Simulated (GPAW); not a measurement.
The C K edge of atom 7 in H4CN2O (P-42_1m), with 1 O at 1.26 Å and 2 N at 1.34 Å (distorted trigonal planar, site symmetry 2mm), was computed in 2 ways: excited-electron core hole (neutral cell) and full core hole (charged cell). Program and functional: GPAW, LDA, Gaussian full width 0.9 eV up to 4 eV, rising linearly to 3.5 eV at 25 eV; cells of 16 atoms.

Each run is counted from its own lowest empty level or Fermi level and scaled to a mean of 1 over its first 20 eV.

| E (eV) | run 1 | run 2 |
| --- | --- | --- |
| -2.0 | 0.00 | 0.00 |
| -1.0 | 0.04 | 0.02 |
| 0.0 | 3.97 | 3.17 |
| 1.0 | 0.74 | 1.34 |
| 2.0 | 0.00 | 0.05 |
| 3.0 | 0.01 | 0.15 |
| 4.0 | 0.26 | 0.37 |
| 5.0 | 0.90 | 0.90 |
| 6.0 | 1.62 | 1.20 |
| 7.0 | 1.81 | 1.15 |
| 8.0 | 1.41 | 1.03 |
| 9.0 | 1.32 | 1.29 |
| 10.0 | 1.56 | 1.77 |
| 11.0 | 1.53 | 1.68 |
| 12.0 | 1.32 | 1.51 |
| 13.0 | 1.16 | 1.41 |
| 14.0 | 0.99 | 1.09 |
| 15.0 | 0.81 | 0.71 |
| 16.0 | 0.58 | 0.50 |
| 17.0 | 0.44 | 0.46 |
| 18.0 | 0.40 | 0.46 |
| 19.0 | 0.42 | 0.42 |
| 20.0 | 0.40 | 0.38 |
| 21.0 | 0.37 | 0.36 |
| 22.0 | 0.35 | 0.37 |
| 23.0 | 0.36 | 0.39 |
| 24.0 | 0.37 | 0.42 |
| 25.0 | 0.40 | 0.44 |
| 26.0 | 0.43 | 0.44 |
| 27.0 | 0.44 | 0.43 |
| 28.0 | 0.43 | 0.40 |
| 29.0 | 0.40 | 0.36 |
| 30.0 | 0.36 | 0.33 |
| 31.0 | 0.33 | 0.33 |
| 32.0 | 0.32 | 0.33 |

Question: Which run is which?

Run 1: full core hole (charged cell) (area from −2 to 6 eV 6.7, main maxima 0.2 eV (4.66), 6.9 eV (1.82) and 10.4 eV (1.62)). Run 2: excited-electron core hole (neutral cell) (area from −2 to 6 eV 6.8, main maxima 0.3 eV (4.42), 6.0 eV (1.20) and 10.3 eV (1.79)). 

[Hosts, paths, dates, database ids (printed as entryN), source tags and the programs' standing remarks are cut or masked in the printed files.]

[Lists of maxima count a maximum above −3 eV only where it reaches 4 % of the highest in the window and stands out from its surroundings by 2 % of it (1.5 % where it reaches 55 %); shoulders and weaker maxima are passed over, and of the rest the first, up to two pre-edge ones and the few strongest are named.]
